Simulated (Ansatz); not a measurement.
**Preparing BiSBr (Pnma) as a host crystal**

Aim: the runs on the perfect crystal BiSBr (Pnma) that a defect calculation needs first.

Method: plane-wave PAW DFT, PBEsol; relaxation of the defect-free supercell from random displacements, a test of the host's stability, in Ansatz 0.2.0.

**1. The structure**

The structure is orthorhombic, space group Pnma (No. 62). Conventional cell: a = 8.112 Å, b = 4.023 Å, c = 9.865 Å, α = 90.00°, β = 90.00°, γ = 90.00°. Nearest to Bi lie 4 S at 2.62 to 3.49 Å and 4 Br at 3.03 to 3.48 Å. Nearest to S lie 3 Bi at 2.62 to 2.72 Å. Br has 4 Bi at 3.03 to 3.48 Å nearest. Farther neighbours and most contacts between anions are not listed.

**2. Defect free supercell relaxed from displaced atoms**

The input displaces the atoms at random before the relaxation, so that it can leave a symmetric saddle if there is one.

pristine.rattled/input.yaml reads:

```yaml
crystal:
  lattice:
    - [8.1122848707, 0.0, 0.0]
    - [0.0, 12.069413103, 0.0]
    - [0.0, 0.0, 9.8654287096]
  atoms:
    - { symbol: Bi, position: [0.8624393927, 0.0833333333, 0.867671915] }
    - { symbol: Bi, position: [0.1375606073, 0.25, 0.132328085] }
    - { symbol: Bi, position: [0.3624393927, 0.0833333333, 0.632328085] }
    - { symbol: Bi, position: [0.6375606073, 0.25, 0.367671915] }
    - { symbol: S, position: [0.8304179745, 0.25, 0.0509603085] }
    - { symbol: S, position: [0.6695820255, 0.0833333333, 0.5509603085] }
    - { symbol: S, position: [0.3304179745, 0.25, 0.4490396915] }
    - { symbol: S, position: [0.1695820255, 0.0833333333, 0.9490396915] }
    - { symbol: Br, position: [0.9827935596, 0.0833333333, 0.3227496074] }
    - { symbol: Br, position: [0.5172064404, 0.25, 0.8227496074] }
    - { symbol: Br, position: [0.4827935596, 0.0833333333, 0.1772503926] }
    - { symbol: Br, position: [0.0172064404, 0.25, 0.6772503926] }
    - { symbol: Bi, position: [0.8624393927, 0.4166666667, 0.867671915] }
    - { symbol: Bi, position: [0.1375606073, 0.5833333333, 0.132328085] }
    - { symbol: Bi, position: [0.3624393927, 0.4166666667, 0.632328085] }
    - { symbol: Bi, position: [0.6375606073, 0.5833333333, 0.367671915] }
    - { symbol: S, position: [0.8304179745, 0.5833333333, 0.0509603085] }
    - { symbol: S, position: [0.6695820255, 0.4166666667, 0.5509603085] }
    - { symbol: S, position: [0.3304179745, 0.5833333333, 0.4490396915] }
    - { symbol: S, position: [0.1695820255, 0.4166666667, 0.9490396915] }
    - { symbol: Br, position: [0.9827935596, 0.4166666667, 0.3227496074] }
    - { symbol: Br, position: [0.5172064404, 0.5833333333, 0.8227496074] }
    - { symbol: Br, position: [0.4827935596, 0.4166666667, 0.1772503926] }
    - { symbol: Br, position: [0.0172064404, 0.5833333333, 0.6772503926] }
    - { symbol: Bi, position: [0.8624393927, 0.75, 0.867671915] }
    - { symbol: Bi, position: [0.1375606073, 0.9166666667, 0.132328085] }
    - { symbol: Bi, position: [0.3624393927, 0.75, 0.632328085] }
    - { symbol: Bi, position: [0.6375606073, 0.9166666667, 0.367671915] }
    - { symbol: S, position: [0.8304179745, 0.9166666667, 0.0509603085] }
    - { symbol: S, position: [0.6695820255, 0.75, 0.5509603085] }
    - { symbol: S, position: [0.3304179745, 0.9166666667, 0.4490396915] }
    - { symbol: S, position: [0.1695820255, 0.75, 0.9490396915] }
    - { symbol: Br, position: [0.9827935596, 0.75, 0.3227496074] }
    - { symbol: Br, position: [0.5172064404, 0.9166666667, 0.8227496074] }
    - { symbol: Br, position: [0.4827935596, 0.75, 0.1772503926] }
    - { symbol: Br, position: [0.0172064404, 0.9166666667, 0.6772503926] }
basis:
  ecutwfc: 420
  xc_grid: 2
hamiltonian:
  xc: pbesol
kpoints:
  mp_grid: { grid: [1, 1, 1] }
scf:
  occupations: { method: fermi_dirac, width: 0.01 }
  max_iter: 100
  lower_state_search: "off"
output:
  forces: true
relax:
  f_tol: 0.015
  max_steps: 120
  random_displacement: { amplitude: 0.06, seed: 9794 }
checkpoint:
  write: "../pristine.rattled.run"
  compress: false
  write_wavefunctions: false
  write_every: 100000
```

Run with:

```sh
ansatz run input.yaml --threads 8 --pin off --max-ram 15073MiB --backend cpu --events-out ev --progress --plain --runs-dir out
```

Numbers of over 12 decimals in the logs are rounded to 6 here.

The program printed:

```text
[... repeated set-up lines and file paths are left out, and long positions are rounded to six places ...]
Engine: ansatz 0.2.0, aarch64-unknown-linux-gnu
Pseudopotentials: kind: paw
Pseudopotential: Bi, paw, valence charge 15, recommended cutoff 420 eV (normal), Bi.paw.azcp
Pseudopotential: S, paw, valence charge 6, recommended cutoff 420 eV (normal), S.paw.azcp
Pseudopotential: Br, paw, valence charge 7, recommended cutoff 420 eV (normal), Br.paw.azcp
Functional definition: PBEsol
  exchange = pbesol_x
  correlation = pbesol_c
Crystal: 36 atoms, lattice volume = 965.929 Å³
Basis set: ecut = 420 eV, 18935 PW (Γ), exchange–correlation on 120×162×144 points (8 copies of the dense FFT grid, shifted against one another)
Bands: 204, of which v1, the nominal top of the filled ones, is band 168 counted from 1 (167 counted from 0)
Symmetry: 1 space group operations
k-points: 1
Non-local potential: Bi, projectors of the file, l = 0: 2, l = 1: 2, l = 2: 2, l = 3: 2
Non-local potential: S, projectors of the file, l = 0: 2, l = 1: 2, l = 2: 2
Non-local potential: Br, projectors of the file, l = 0: 2, l = 1: 2, l = 2: 2
PAW form: soft (Blöchl's): semilocal exchange-correlation on the pseudo side does not see the compensation charge
PAW frozen core: Bi, regenerated for the run's functional, and the local potential with it (the file was generated under x = pbe(κ = 0.804, μ = 0.219515), c = pbe(β = 0.066725))
PAW frozen core: S, regenerated for the run's functional, and the local potential with it (the file was generated under x = pbe(κ = 0.804, μ = 0.219515), c = pbe(β = 0.066725))
PAW frozen core: Br, regenerated for the run's functional, and the local potential with it (the file was generated under x = pbe(κ = 0.804, μ = 0.219515), c = pbe(β = 0.066725))
PAW one-centre angular grid: Bi, 590 points (default); XC on 64 Gauss nodes
PAW one-centre angular grid: S, 110 points (default); XC on 64 Gauss nodes
PAW one-centre angular grid: Br, 110 points (default); XC on 64 Gauss nodes
Initial density: superposition of atomic densities (neutral atoms: chi_scale 0, normalization atom), corrected by the library's trained network
Initial wavefunctions: pseudopotential atomic-orbital guess
Functional: x = pbesol(κ = 0.804, μ = 0.123457), c = pbesol(β = 0.046)
SCF iter   1: F=—  HF=-190380.772603 eV  |F-HF|=—  |Δ(HF+E_count)|=         —  Δρ=4.98e-3  dr2=4.37e-1  ethr=1.77e-3  ⟨swp⟩=6.0  Hψ=815  notcnv=0  defer=5
preconditioner: auto → Resta (q_TF=auto, 2.288 Å⁻¹)  ε∞=5.0  [insulator: Δε(μ)=1.940 eV  Ē_g=8.834 eV  σ=0.010 eV  W_gap=1.00  n_scr=190 (ndim 8)  ℏωp=17.6 eV  f_vac=0.002  D(μ)=0.00/eV (n_scr^D=0)  ε∞_Penn≈5.0]
SCF iter   2: F=—  HF=-190380.679793 eV  |F-HF|=—  |Δ(HF+E_count)|=   9.28e-2  Δρ=2.82e-3  dr2=1.36e-1  ethr=1.30e-4  ⟨swp⟩=3.0  Hψ=310  notcnv=0  defer=28
SCF iter   3: F=—  HF=-190380.650296 eV  |F-HF|=—  |Δ(HF+E_count)|=   2.95e-2  Δρ=5.80e-4  dr2=2.80e-3  ethr=4.04e-5  ⟨swp⟩=2.0  Hψ=278  notcnv=0  defer=28
SCF iter   4: F=—  HF=-190380.650777 eV  |F-HF|=—  |Δ(HF+E_count)|=   4.81e-4  Δρ=1.98e-4  dr2=3.74e-4  ethr=8.34e-7  ⟨swp⟩=2.0  Hψ=303  notcnv=0  defer=28
SCF iter   5: F=—  HF=-190380.650816 eV  |F-HF|=—  |Δ(HF+E_count)|=   3.93e-5  Δρ=4.16e-5  dr2=1.41e-5  ethr=1.11e-7  ⟨swp⟩=2.0  Hψ=344  notcnv=0  defer=28
SCF iter   6: F=-190380.650818 eV  HF=-190380.650818 eV  |F-HF|=2.76e-8  |Δ(HF+E_count)|=   2.03e-6  Δρ=1.02e-5  dr2=1.16e-6  ethr=1.67e-9  ⟨swp⟩=5.0  Hψ=664  notcnv=0
SCF 1 converged in 6 iterations: F = -190380.650818 eV  dr2 = 1.16e-6
  greatest PAW one-centre occupation: 0.990 electrons in one spin orbital (limit 2), on the Bi atom at site 1 (counted from 0), in its partial waves of l = 2
relax step   1: F+E_penalty+E_count = -190380.65081822 eV  Δ(F+E_penalty+E_count) = +0.000e0 eV  max|allowed force component| = 6.681e-1 eV/Å  Δτ_max = 0.0000 Å  (6 SCF iters, dr2 threshold 5.63e-6 eV, accepted)
[... the SCF cycles and remarks between the steps are left out from here to the last step ...]
relax step   2: F+E_penalty+E_count = -190380.66754494 eV  Δ(F+E_penalty+E_count) = -1.673e-2 eV  max|allowed force component| = 1.197e0 eV/Å  Δτ_max = 0.1769 Å  (6 SCF iters, dr2 threshold 2.79e-5 eV, accepted)
relax step   3: F+E_penalty+E_count = -190381.02075540 eV  Δ(F+E_penalty+E_count) = -3.532e-1 eV  max|allowed force component| = 5.610e-2 eV/Å  Δτ_max = 0.1177 Å  (6 SCF iters, dr2 threshold 8.95e-5 eV, accepted)
relax step   4: F+E_penalty+E_count = -190381.02075549 eV  Δ(F+E_penalty+E_count) = -8.754e-8 eV  max|allowed force component| = 5.620e-2 eV/Å  Δτ_max = 0.0000 Å  (7 SCF iters, accepted)
relax step   5: F+E_penalty+E_count = -190381.02604045 eV  Δ(F+E_penalty+E_count) = -5.285e-3 eV  max|allowed force component| = 3.393e-2 eV/Å  Δτ_max = 0.0426 Å  (6 SCF iters, accepted)
relax step   6: F+E_penalty+E_count = -190381.02684288 eV  Δ(F+E_penalty+E_count) = -8.024e-4 eV  max|allowed force component| = 5.619e-3 eV/Å  Δτ_max = 0.0141 Å  (6 SCF iters, dr2 threshold 4.20e-7 eV, accepted)
iter 1 solved again at ethr=1.00e-12 eV; its pass at ethr=3.10e-3 eV (dr2=3.13e-9 eV) is discarded
SCF iter   1: F=—  HF=-190381.026874 eV  |F-HF|=—  |Δ(HF+E_count)|=         —  Δρ=6.88e-7  dr2=3.19e-9  ethr=1.00e-12  ⟨swp⟩=3.0  Hψ=656  notcnv=0  defer=28
iter 2 did not close the SCF: its close was put off for the readings that it lacked (scf_convergence_deferred on its scf_iter line)
SCF iter   2: F=-190381.026843 eV  HF=-190381.026843 eV  |F-HF|=2.91e-11  |Δ(HF+E_count)|=   3.12e-5  Δρ=3.42e-7  dr2=9.39e-10  ethr=1.00e-12  ⟨swp⟩=3.0  Hψ=451  notcnv=0  defer=28
iter 3 did not close the SCF: its close was put off for the readings that it lacked (scf_convergence_deferred on its scf_iter line)
SCF iter   3: F=-190381.026843 eV  HF=-190381.026843 eV  |F-HF|=1.16e-10  |Δ(HF+E_count)|=  2.91e-11  Δρ=2.17e-7  dr2=4.33e-10  ethr=1.00e-12  ⟨swp⟩=1.0  Hψ=176  notcnv=0  defer=28
iter 4 did not close the SCF: its close was put off for the readings that it lacked (scf_convergence_deferred on its scf_iter line)
SCF iter   4: F=-190381.026843 eV  HF=-190381.026843 eV  |F-HF|=0.00e0  |Δ(HF+E_count)|=  2.04e-10  Δρ=4.91e-8  dr2=2.36e-11  ethr=1.00e-12  ⟨swp⟩=1.0  Hψ=176  notcnv=0  defer=28
iter 5 did not close the SCF: its close was put off for the readings that it lacked (scf_convergence_deferred on its scf_iter line)
SCF iter   5: F=-190381.026843 eV  HF=-190381.026843 eV  |F-HF|=0.00e0  |Δ(HF+E_count)|=    0.00e0  Δρ=5.02e-8  dr2=9.93e-12  ethr=1.00e-12  ⟨swp⟩=1.0  Hψ=176  notcnv=0  defer=28
SCF iter   6: F=-190381.026843 eV  HF=-190381.026843 eV  |F-HF|=5.82e-11  |Δ(HF+E_count)|=    0.00e0  Δρ=1.99e-8  dr2=1.76e-12  ethr=1.00e-12  ⟨swp⟩=2.0  Hψ=392  notcnv=0
SCF 7 converged in 6 iterations: F = -190381.026843 eV  dr2 = 1.76e-12
relax step   7: F+E_penalty+E_count = -190381.02684288 eV  Δ(F+E_penalty+E_count) = -5.530e-10 eV  max|allowed force component| = 5.622e-3 eV/Å  Δτ_max = 0.0000 Å  (6 SCF iters, accepted)
SCF converged after 6 iterations
Free energy (F): -190381.026843 eV
Harris-Foulkes:  -190381.026843 eV  (|F-HF|=5.82e-11)
Internal energy: -190381.026843 eV  (E = F + TS)
E sigma→0 (E₀):  -190381.026843 eV
Fermi energy:    7.186600 eV
--- Per-component energies (eV) ---
  E_band       = -1682.205978
  E_kinetic    = 6483.536348
  E_local      = -24701.489850  (includes V_loc(G=0)·N_el)
  E_nonlocal   = 7966.888065
  E_hartree    = 8120.544088
  E_xc         = -6094.556892
  E_vxc        = -4021.868805  (∫ρ·V_xc dr)
  E_paw        = -159557.962468  (= ΣΔE_a)
  E_vpaw       = -3650.354377  (= ΣTr[D̂ρ^β])
  E_aug_tail   = -0.005521  (compensation charges beyond the density's cutoff)
  E_ewald      = -22600.908276
  E_core_change = 2.927662  (= ΣΔE_core)
  E_smearing   = -0.000000  (= −TS)
  E_closure    = 0.000000  (closes the sum)
  Σ components = -190381.026843   (vs F -190381.026843, Δ=0.00e0)
--- Forces (eV/Å), atoms counted from 1 ---
  atom   1  Bi    -0.00142689     0.00329241    -0.00207429
  atom   2  Bi     0.00118973     0.00185080     0.00041715
  atom   3  Bi    -0.00075960     0.00062756     0.00352849
  atom   4  Bi     0.00108483    -0.00026672     0.00197528
  atom   5  S     -0.00061864     0.00083429    -0.00205270
  atom   6  S     -0.00103333    -0.00075944    -0.00266261
  atom   7  S     -0.00291324    -0.00209994     0.00010587
  atom   8  S      0.00162241     0.00073463     0.00063168
  atom   9  Br    -0.00031783    -0.00086647    -0.00005756
  atom  10  Br    -0.00061885    -0.00045736    -0.00242772
  atom  11  Br     0.00176376    -0.00024884    -0.00192242
  atom  12  Br    -0.00099722    -0.00089988    -0.00089628
  atom  13  Bi    -0.00034874    -0.00071139    -0.00119017
  atom  14  Bi    -0.00077827    -0.00063789     0.00204634
  atom  15  Bi     0.00034938     0.00026636     0.00562242
  atom  16  Bi     0.00006347    -0.00022978     0.00185030
  atom  17  S      0.00085711     0.00204849    -0.00187012
  atom  18  S     -0.00017698    -0.00176824    -0.00194240
  atom  19  S     -0.00034306    -0.00081759    -0.00008525
  atom  20  S      0.00043746     0.00058576     0.00113879
  atom  21  Br     0.00023302    -0.00032072    -0.00116751
  atom  22  Br    -0.00003627     0.00248549    -0.00056924
  atom  23  Br    -0.00027974    -0.00303945    -0.00109567
  atom  24  Br     0.00044260     0.00253345     0.00028817
  atom  25  Bi    -0.00152153    -0.00234383     0.00300495
  atom  26  Bi     0.00032645    -0.00409747     0.00121372
  atom  27  Bi    -0.00089767    -0.00364440     0.00384549
  atom  28  Bi     0.00124372    -0.00135177     0.00136993
  atom  29  S      0.00057035    -0.00031968    -0.00127609
  atom  30  S      0.00022452    -0.00005147    -0.00118744
  atom  31  S     -0.00063415     0.00074304    -0.00020750
  atom  32  S      0.00119864     0.00259098     0.00042256
  atom  33  Br     0.00073954     0.00069669    -0.00147358
  atom  34  Br    -0.00015857    -0.00034120    -0.00056134
  atom  35  Br     0.00070022     0.00248659    -0.00062280
  atom  36  Br     0.00081330     0.00350128    -0.00211903
  max |Σ_I F_I| component: 4.29e-6 eV/Å
--- Relaxed structure (7 steps of the walk, 7 accepted, 0 SCFs on fresh bases) ---
  F+E_penalty+E_count = -190381.02684288 eV   max|allowed force component| = 5.622e-3 eV/Å
  atoms:
    - { symbol: Bi, position: [0.865283, 0.083386, 0.865962] }
    - { symbol: Bi, position: [0.133801, 0.250100, 0.133893] }
    - { symbol: Bi, position: [0.365464, 0.084171, 0.633767] }
    - { symbol: Bi, position: [0.633965, 0.250854, 0.365821] }
    - { symbol: S, position: [0.829907, 0.250055, 0.050165] }
    - { symbol: S, position: [0.669344, 0.084095, 0.550013] }
    - { symbol: S, position: [0.330080, 0.250759, 0.449592] }
    - { symbol: S, position: [0.169165, 0.083450, 0.949712] }
    - { symbol: Br, position: [0.985144, 0.083500, 0.327676] }
    - { symbol: Br, position: [0.514069, 0.250665, 0.827655] }
    - { symbol: Br, position: [0.484872, 0.083995, 0.172288] }
    - { symbol: Br, position: [0.014228, 0.250198, 0.672331] }
    - { symbol: Bi, position: [0.865211, 0.416774, 0.866015] }
    - { symbol: Bi, position: [0.133847, 0.583452, 0.133873] }
    - { symbol: Bi, position: [0.365284, 0.417466, 0.633702] }
    - { symbol: Bi, position: [0.633988, 0.584144, 0.365879] }
    - { symbol: S, position: [0.829926, 0.583449, 0.050167] }
    - { symbol: S, position: [0.669235, 0.417390, 0.550073] }
    - { symbol: S, position: [0.330036, 0.584130, 0.449675] }
    - { symbol: S, position: [0.169152, 0.416801, 0.949742] }
    - { symbol: Br, position: [0.985114, 0.416780, 0.327715] }
    - { symbol: Br, position: [0.514136, 0.583858, 0.827562] }
    - { symbol: Br, position: [0.485135, 0.417500, 0.172227] }
    - { symbol: Br, position: [0.013982, 0.583361, 0.672218] }
    - { symbol: Bi, position: [0.865322, 0.750079, 0.865861] }
    - { symbol: Bi, position: [0.133775, 0.916840, 0.133875] }
    - { symbol: Bi, position: [0.365428, 0.750842, 0.633826] }
    - { symbol: Bi, position: [0.633845, 0.917465, 0.365834] }
    - { symbol: S, position: [0.829883, 0.916791, 0.050103] }
    - { symbol: S, position: [0.669281, 0.750789, 0.550077] }
    - { symbol: S, position: [0.329975, 0.917372, 0.449691] }
    - { symbol: S, position: [0.169179, 0.750097, 0.949745] }
    - { symbol: Br, position: [0.984999, 0.750159, 0.327678] }
    - { symbol: Br, position: [0.514116, 0.917409, 0.827613] }
    - { symbol: Br, position: [0.485048, 0.750541, 0.172217] }
    - { symbol: Br, position: [0.014119, 0.916645, 0.672327] }
```

Wall time 25 s (8 threads of Arm Neoverse N1, shared host); peak memory 1 GiB; 2.9 min of CPU time.

Step by step:

| step | energy less that of the first step (eV) | largest force component (eV/Å) |
| --- | --- | --- |
| 1 | 0.0000 | 0.6681 |
| 2 | -0.0167 | 1.1969 |
| 3 | -0.3699 | 0.0561 |
| 4 | -0.3699 | 0.0562 |
| 5 | -0.3752 | 0.0339 |
| 6 | -0.3760 | 0.0056 |
| 7 | -0.3760 | 0.0056 |

The atoms that moved most (Å, from the sites as typed, ahead of the random displacement, the mean shift of all atoms taken out):

| atom | dx | dy | dz | length |
| --- | --- | --- | --- | --- |
| Br21 | 0.022 | -0.004 | 0.050 | 0.055 |
| Br9 | 0.022 | -0.003 | 0.050 | 0.054 |
| Br10 | -0.022 | 0.003 | 0.049 | 0.054 |
| Br24 | -0.023 | -0.005 | -0.049 | 0.054 |
| Br33 | 0.021 | -0.003 | 0.050 | 0.054 |
| Br23 | 0.022 | 0.005 | -0.049 | 0.054 |
| Br34 | -0.022 | 0.004 | 0.049 | 0.054 |
| Br35 | 0.022 | 0.001 | -0.049 | 0.053 |

The relaxed structure:

```xyz
36
Lattice="8.1123 0.0000 0.0000 0.0000 12.0694 0.0000 0.0000 0.0000 9.8654" Properties=species:S:1:pos:R:3 pbc="T T T"
Bi    7.0194    1.0064    8.5431
Bi    1.0854    3.0186    1.3209
Bi    2.9647    1.0159    6.2524
Bi    5.1429    3.0277    3.6090
S     6.7324    3.0180    0.4949
S     5.4299    1.0150    5.4261
S     2.6777    3.0265    4.4354
S     1.3723    1.0072    9.3693
Br    7.9918    1.0078    3.2327
Br    4.1703    3.0254    8.1652
Br    3.9334    1.0138    1.6997
Br    0.1154    3.0197    6.6328
Bi    7.0188    5.0302    8.5436
Bi    1.0858    7.0419    1.3207
Bi    2.9633    5.0386    6.2517
Bi    5.1431    7.0503    3.6095
S     6.7326    7.0419    0.4949
S     5.4290    5.0377    5.4267
S     2.6773    7.0501    4.4362
S     1.3722    5.0305    9.3696
Br    7.9915    5.0303    3.2330
Br    4.1708    7.0468    8.1642
Br    3.9355    5.0390    1.6991
Br    0.1134    7.0408    6.6317
Bi    7.0197    9.0530    8.5421
Bi    1.0852   11.0657    1.3207
Bi    2.9645    9.0622    6.2530
Bi    5.1419   11.0733    3.6091
S     6.7322   11.0651    0.4943
S     5.4294    9.0616    5.4267
S     2.6769   11.0721    4.4364
S     1.3724    9.0532    9.3696
Br    7.9906    9.0540    3.2327
Br    4.1707   11.0726    8.1648
Br    3.9348    9.0586    1.6990
Br    0.1145   11.0634    6.6328
```

The relaxation ends 10 meV an atom lower than the displaced start, with a largest force component of 0.0056 eV/Å.

**3. What came out**

* symmetric supercell less the displaced and relaxed one: 0.000 eV

What this shows: The energy fell by 0.376 eV from the randomly displaced start; against the sites as typed, Br21 ends farthest off, by 0.05 Å, once the mean shift is taken out. The displaced cell ends within 0.01 eV of the symmetric one, so no lower structure shows in this supercell. All at zero temperature.

[Logs are printed without paths, hosts, clocks, repeated set-up lines and the standing remarks that a program may print on its own settings, such as how far it seeks lower states.]

[Hosts, paths, dates, database ids (printed as entryN), source tags and the programs' standing remarks are cut or masked in the printed files.]

[Runs of the host that timed out are not shown.]

[For some hosts the program warned that the k-mesh of the response run may be too coarse for force constants and the static dielectric constant; such warnings are not always shown.]
